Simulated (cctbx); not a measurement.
**Which space group?**

Cell: a = 9.3640 Å, b = 9.3640 Å, c = 3.6800 Å, α = 90.00°, β = 90.00°, γ = 120.00°. Expected content of the cell: Ho2 As7 Fe12.

The data are simulated with cctbx, not measured: Mo Kα, λ = 0.71073 Å, to d = 0.8 Å, 50 % of the full sphere, strongest reflection 70000 counts, noise from counting, a 1.5 % proportional error and a noise floor of 8 counts (s.d.); no absorption.

A first pass over the reflections prints:

```text
1159 reflections to d = 0.800 A
centring   violations  <I/sigma> of those
    A        570 of   578     37.7
    B        592 of   597     37.7
    C        578 of   587     37.5
    I        575 of   583     37.2
    R        767 of   776     37.3
    F        870 of   881     37.6
Laue class    unique    Rint  (classes that these axes allow; Friedel mates merged)
P -1              866   0.017
P 1 1 2/m         592   0.017
P -3              380   0.017
P -3 1 m          217   0.459
P -3 m 1          231   0.449
P 6/m             224   0.019
P 6/m m m         144   0.469
space group    extra absences  I>4sigma  <I/sigma>
P 6                     0          0         -  acentric
P -6                    0          0         -  acentric
P 6/m                   0          0         -  centric
Wilson B = 0.33 A^2   <|E^2-1|> = 0.864 (0.968 centric, 0.736 acentric)   E^2>4: 3.1 %
shell (A)         n   <I/sigma>
 8.11 - 1.60     31     77.9
 1.60 - 1.27     29     76.7
 1.27 - 1.11     29     65.7
 1.11 - 1.01     29     65.0
 1.01 - 0.94     24     77.6
 0.94 - 0.88     32     53.0
 0.88 - 0.84     24     56.3
 0.84 - 0.80     26     54.1
```

**Question.** What are the lattice type, the Laue class and the likely space group?

Every centring test has many violations, so the lattice is primitive.

Rint stays low (0.017 to 0.019) up to P 6/m and is 0.449 or more in the other classes.

3 settings pass the absence test. No glide or screw absences show, which leaves P 6, P -6 and P 6/m.

⟨|E²−1|⟩ = 0.864 lies between the two ideal values. The Wilson B of 0.33 Å² means U ≈ 0.0042 Å².

The true group is P-6 (no. 174), Laue class 6/m, non-centrosymmetric. The tables only narrow the choice to the tied entries; cell content, site symmetry and trial solutions must settle it.

The model is made up (kin elements in a known structure type, no relaxation), so it says nothing on whether the phase exists.

[Logs are printed without paths, hosts, clocks, repeated set-up lines and the standing remarks that a program may print on its own settings, such as how far it seeks lower states.]
